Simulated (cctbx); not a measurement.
# Diagnosing a refinement

Cell a = 6.6530 Å, b = 6.9350 Å, c = 9.4770 Å, α = 90.00°, β = 96.16°, γ = 90.00°; space group P2_1/c (no. 14). The compound is Sc9Ir2.

Simulated single-crystal data (cctbx): Mo Kα, λ = 0.71073 Å, to d = 0.75 Å, 50 % of the full sphere, strongest reflection 20000 counts, noise from counting, a 1.5 % proportional error and a noise floor of 8 counts (s.d.); no absorption.

An anisotropic refinement with weights 1/σ² prints:

```text
Rint 0.017, 998 unique reflections to 0.75 A
cycle     R1     wR2    GooF  max shift (A)
   1  0.0191  0.0428   1.592   0.00079
   2  0.0143  0.0321   1.194   0.00000
final R1 0.0143 wR2 0.0321 GooF 1.194  parameters 51  data/parameter 19.6
atom        x        y        z      Ueq    occ   su(xyz)  su(Uiso or U11)
Ir1    0.73951  0.37537  0.67188   0.0153  1.000  0.00003  0.0001
Sc1    0.78275  0.38165  0.95184   0.0231  1.000  0.00016  0.0004
Sc2    0.60942  0.81118  0.99925   0.0273  1.000  0.00016  0.0005
Sc3    0.91919  0.70822  0.77609   0.0277  1.000  0.00016  0.0005
Sc4    0.57492  0.04639  0.72963   0.0265  1.000  0.00016  0.0005
Sc5    0.00000  0.00000  0.00000   0.0281  1.000  0.00000  0.0007
difference map: max 0.85 min -0.74 rms 0.22
Q1    0.0995  0.1740  0.7046    4    0.88  0.33 A from Sc3
Q2    0.2175  0.5659  0.0240    4    0.80  0.43 A from Sc1
Q3    0.3036  0.2065  0.0142    4    0.80  0.62 A from Sc2
Q4    0.0031  0.2499  0.2367    4    0.75  0.62 A from Sc3
Q5    0.3828  0.1825  0.9248    4    0.74  0.72 A from Sc2
Q6    0.4495  0.6770  0.9150    4    0.72  1.57 A from Sc2
```

Q: Accept it or mend it, and why?

Mend it. The fault: anomalous dispersion left out. Against the right model at the same level, R1 goes from 0.0119 to 0.0143 and GooF from 0.95 to 1.19. No atom is wrong: without f′ and f″ the atoms near an edge get the wrong scattering power, which U and the scale absorb. The signs are weak, and the output alone doesn't single this fault out.

The compound is Sc9Ir2. The right model at the same level gives:

```text
Rint 0.017, 998 unique reflections to 0.75 A
cycle     R1     wR2    GooF  max shift (A)
   1  0.0122  0.0258   0.960   0.00032
   2  0.0119  0.0254   0.946   0.00000
final R1 0.0119 wR2 0.0254 GooF 0.946  parameters 51  data/parameter 19.6
atom        x        y        z      Ueq    occ   su(xyz)  su(Uiso or U11)
Ir1    0.73950  0.37539  0.67190   0.0149  1.000  0.00002  0.0001
Sc1    0.78279  0.38160  0.95181   0.0251  1.000  0.00013  0.0003
Sc2    0.60939  0.81112  0.99926   0.0294  1.000  0.00013  0.0004
Sc3    0.91916  0.70821  0.77616   0.0298  1.000  0.00013  0.0004
Sc4    0.57484  0.04632  0.72959   0.0286  1.000  0.00013  0.0004
Sc5    0.00000  0.00000  0.00000   0.0302  1.000  0.00000  0.0005
difference map: max 0.67 min -0.68 rms 0.18
Q1    0.4371  0.2187  0.4527    4    0.71  0.86 A from Sc2
Q2    0.2667  0.6872  0.1977    4    0.66  1.31 A from Ir1
Q3    0.0214  0.9923  0.8201    4    0.64  1.73 A from Sc5
Q4    0.2518  0.0900  0.7561    4    0.62  1.41 A from Sc3
Q5    0.3936  0.6552  0.7047    4    0.60  0.99 A from Sc4
Q6    0.2923  0.6899  0.9707    4    0.59  1.06 A from Sc1
```

The model is made up (kin elements in a known structure type, no relaxation), so it says nothing on whether the phase exists.

[Middle refinement cycles are left out of these outputs.]

[Logs are printed without paths, hosts, clocks, repeated set-up lines and the standing remarks that a program may print on its own settings, such as how far it seeks lower states.]
